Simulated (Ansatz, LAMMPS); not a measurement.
# Electronic structure of amorphous polyisobutylene (as short chains C22H46) at 460 K (136 atoms), part 2 of 2

What does DFT give for amorphous polyisobutylene (as short chains C22H46) at 460 K (136 atoms) as built?

Ansatz 0.2.0; Kohn-Sham DFT, r2SCAN+D3(BJ), PAW (set soft_2), plane waves.

The cell: 44 C and 92 H. The network of contacts between molecules at the start is that of the classical potential that made the cell. The density was typed from a rule of thumb and may lie off the real one at this temperature. The Brillouin zone is sampled at Γ only, in a cell whose shortest periodic width is 11 Å.

So far: The structure; Making the structure; Plane-wave single point.

### Step 3. Plane-wave single point (continued)

Electrostatic potential energy in the ab plane at fractional z = 0.003, with atoms of C and H within 0.2 Å of it. With pseudopotentials it is smooth inside the atoms' cores, unlike the true potential.

Values in eV, 13 rows by 16 columns, each cell a mean:
```
  4   0 -17   1   3 -10 -20 -11  -4 -11 -39 -15   0   4   4   3
  4   4   4   4   4   3   2  -1 -10  -6 -10 -14  -8   3   2   1
  3   3   3   4   4   4   1 -27 -32  -1   4   4   4   4   3   2
 -9 -13   1   4   4   4   1 -13 -25 -12   4   4   4   4   4   2
-28 -35 -17   2   4   4   4   4  -2  -5   4   4   3   1   3   1
  0  -1 -11   2   4   4   4   4   3   4   4   4  -6 -19   2   2
 -1   1   4   4   4   4   4   3  -1   2   4   4   3   2   3   3
-12  -5   3   2   4   4   4   4   3   4   4   4   3  -7   1   3
  3   3  -4 -24   2   4   5   5   5   5   5   4   1 -14   0   3
  1  -1 -12 -36 -11   4   5   4   4   4   4   4   3   2   3   3
-11 -35 -15 -20  -4   4   4   4   4   4   4   4   4   4   4   1
 -2 -14  -3   3   4   5   4  -5   0   3   0   2   4   4   4   3
  2  -9 -12   2   4   3  -4 -10   1   1 -20  -5   4   4   4   4
```
Columns run along a (10.9 Å; values clipped at the 3rd and 97th percentile), rows up along b (10.9 Å). Atoms in or near the plane, at fractional coordinates: C at (0.06, 0.66), C at (0.21, 0.24), H at (0.15, 0.61), H at (0.82, 0.57), H at (0.05, 0.43), H at (0.15, 0.98), H at (0.20, 0.33), C at (0.50, 0.78), H at (0.56, 0.69), H at (0.74, 0.90), H at (0.66, 0.04), H at (0.37, 0.95).

Mean Löwdin charges: C -0.29, H +0.17 e (they miss 1.1 % of the electrons, so they add up to more than the cell's charge). The largest share in the top eV of filled states is C p (75 % of the projected weight), and in the lowest eV of empty states H s (58 % of the projected weight).

### Step 4. Distances and neighbours

These statistics describe the geometry on which the runs were made.

Density 0.803 g/cm³, 9.446 Å³ an atom.

Pair distribution functions g(r), in bins of 0.2 Å:

| r (Å) | total | H-H | H-C | C-C |
| --- | --- | --- | --- | --- |
| 1.00 | 2.88 | 0.00 | 6.60 | 0.00 |
| 1.20 | 1.44 | 0.00 | 3.29 | 0.00 |
| 1.40 | 0.13 | 0.00 | 0.00 | 1.23 |
| 1.60 | 1.30 | 0.99 | 0.00 | 8.09 |
| 1.80 | 1.02 | 2.22 | 0.00 | 0.00 |
| 2.00 | 0.49 | 0.42 | 0.69 | 0.00 |
| 2.20 | 1.50 | 1.12 | 2.27 | 0.00 |
| 2.40 | 1.11 | 1.30 | 0.63 | 2.33 |
| 2.60 | 1.38 | 0.95 | 1.44 | 3.00 |
| 2.80 | 1.36 | 1.07 | 1.90 | 0.48 |
| 3.00 | 0.83 | 0.67 | 1.12 | 0.34 |
| 3.20 | 0.85 | 0.79 | 0.86 | 1.03 |
| 3.40 | 1.15 | 0.98 | 1.31 | 1.19 |
| 3.60 | 1.05 | 1.46 | 0.80 | 0.38 |
| 3.80 | 0.94 | 1.36 | 0.59 | 0.57 |
| 4.00 | 0.91 | 1.06 | 0.77 | 0.82 |
| 4.20 | 0.92 | 0.95 | 1.00 | 0.45 |
| 4.40 | 0.94 | 0.84 | 1.11 | 0.69 |
| 4.60 | 0.88 | 0.82 | 0.94 | 0.90 |
| 4.80 | 0.99 | 0.89 | 1.05 | 1.17 |
| 5.00 | 0.95 | 0.96 | 0.96 | 0.84 |
| 5.20 | 1.02 | 1.17 | 0.93 | 0.80 |

Bonds by pair of elements; cutoffs follow the first minimum of g(r), held within bounds set by covalent radii, and pairs that aren't listed don't count as bonded:

| pair A-B | cutoff (Å) | bonds | mean length (Å) | spread (Å) | shortest (Å) | B about A | A about B |
| --- | --- | --- | --- | --- | --- | --- | --- |
| H-C | 1.34 | 92 | 1.09 | 0.032 | 1.01 | 1 | 2.09 |
| C-C | 1.85 | 42 | 1.54 | 0.04 | 1.45 | 1.91 | 1.91 |

How many atoms have how many bonded neighbours:

| element | mean | 1 | 4 |
| --- | --- | --- | --- |
| C | 4 | 0 | 44 |
| H | 1 | 92 | 0 |

Bond angles, per cent of each kind in bins of 5°:

| angle (°) | C-C-H | H-C-H | C-C-C |
| --- | --- | --- | --- |
| 90–95 | 0.0 | 1.2 | 0.0 |
| 95–100 | 1.8 | 13.4 | 4.3 |
| 100–105 | 16.1 | 26.8 | 12.9 |
| 105–110 | 31.2 | 26.8 | 28.6 |
| 110–115 | 34.8 | 22.0 | 27.1 |
| 115–120 | 14.3 | 7.3 | 17.1 |
| 120–125 | 1.8 | 2.4 | 5.7 |
| 125–130 | 0.0 | 0.0 | 4.3 |

Bond angles (no mean is given where the spread exceeds 20°):

| angle | count | mean (°) | spread (°) |
| --- | --- | --- | --- |
| C-C-H | 112 | 110 | 5.1 |
| H-C-H | 82 | 107 | 6.3 |
| C-C-C | 70 | 111 | 6.7 |

By these cutoffs all C atoms have 4 and all H atoms have 1 bonded neighbour. The C-C-H angle averages 110° with a spread of 5°.

Local excerpt of 13 atoms (numbers count through the whole input) about H116, picked at random; x, y, z are measured from there.

| atom | x | y | z | distance (Å) | bonds | Löwdin charge (e) | Fx | Fy | Fz (eV/Å) |
| --- | --- | --- | --- | --- | --- | --- | --- | --- | --- |
| H116 | 0.00 | 0.00 | 0.00 | 0.00 | 1 | 0.19 | 0.91 | -0.08 | 0.43 |
| C81 | -0.85 | -0.63 | -0.18 | 1.07 | 4 | -0.49 | 0.60 | -0.13 | -1.52 |
| H115 | -1.42 | -0.65 | 0.73 | 1.72 | 1 | 0.20 | -1.21 | 0.84 | 0.15 |
| H117 | -0.60 | -1.68 | -0.22 | 1.80 | 1 | 0.18 | 0.75 | -0.20 | -0.58 |
| C79 | -1.47 | -0.06 | -1.53 | 2.12 | 4 | 0.09 | -1.48 | 0.18 | 1.35 |
| H118 | 0.27 | 0.94 | -2.22 | 2.43 | 1 | 0.16 | 0.08 | 0.31 | 0.32 |
| H105 | 0.17 | 2.42 | -0.14 | 2.43 | 1 | 0.16 | -0.75 | -0.35 | 0.39 |
| H124 | 1.65 | -1.06 | -1.57 | 2.51 | 1 | 0.18 | -0.68 | -0.20 | 0.56 |
| H104 | -1.05 | 2.12 | 1.12 | 2.62 | 1 | 0.21 | -0.42 | -1.07 | 1.59 |
| C82 | -0.46 | 0.28 | -2.66 | 2.72 | 4 | -0.28 | 1.10 | 0.23 | -0.78 |
| C78 | -2.34 | 1.12 | -1.04 | 2.80 | 4 | -0.29 | -0.21 | 1.54 | -1.17 |
| C76 | -0.84 | 2.69 | 0.28 | 2.84 | 4 | -0.46 | 2.67 | 1.85 | -2.50 |
| H111 | -2.81 | 0.67 | -0.21 | 2.90 | 1 | 0.18 | -0.35 | 0.19 | 1.60 |

The column of bonds counts only the pairs H-C within 1.34 Å, C-C within 1.85 Å; other neighbours, such as metal atoms beside each other in a compound, aren't counted, and periodic images can show an atom twice.

### Step 5. Summary of results

* free energy per atom: -92.3361 eV/atom
* pressure: 1.443 GPa
* r.m.s. force component: 0.9993 eV/Å
* gap (highest filled to lowest empty level): 5.603 eV
* wall time of the 1 DFT run: 17 s

In words: The highest filled and lowest empty levels differ by 5.60 eV (at Γ alone); a semilocal functional tends to put such gaps too low. In a disordered cell it changes from sample to sample, and tail or defect levels can set it. By these cutoffs all C atoms have 4 and all H atoms have 1 bonded neighbour.

What to keep in mind: The force components of 1.00 eV/Å r.m.s. come partly from thermal motion and partly from the difference between the classical potential and DFT, above all in bond lengths inside molecules. The pressure of a single frame lacks the kinetic term.

[Logs are printed without paths, hosts, clocks, repeated set-up lines and the standing remarks that a program may print on its own settings, such as how far it seeks lower states.]

[Hosts, paths, dates, database ids (printed as entryN), source tags and the programs' standing remarks are cut or masked in the printed files.]
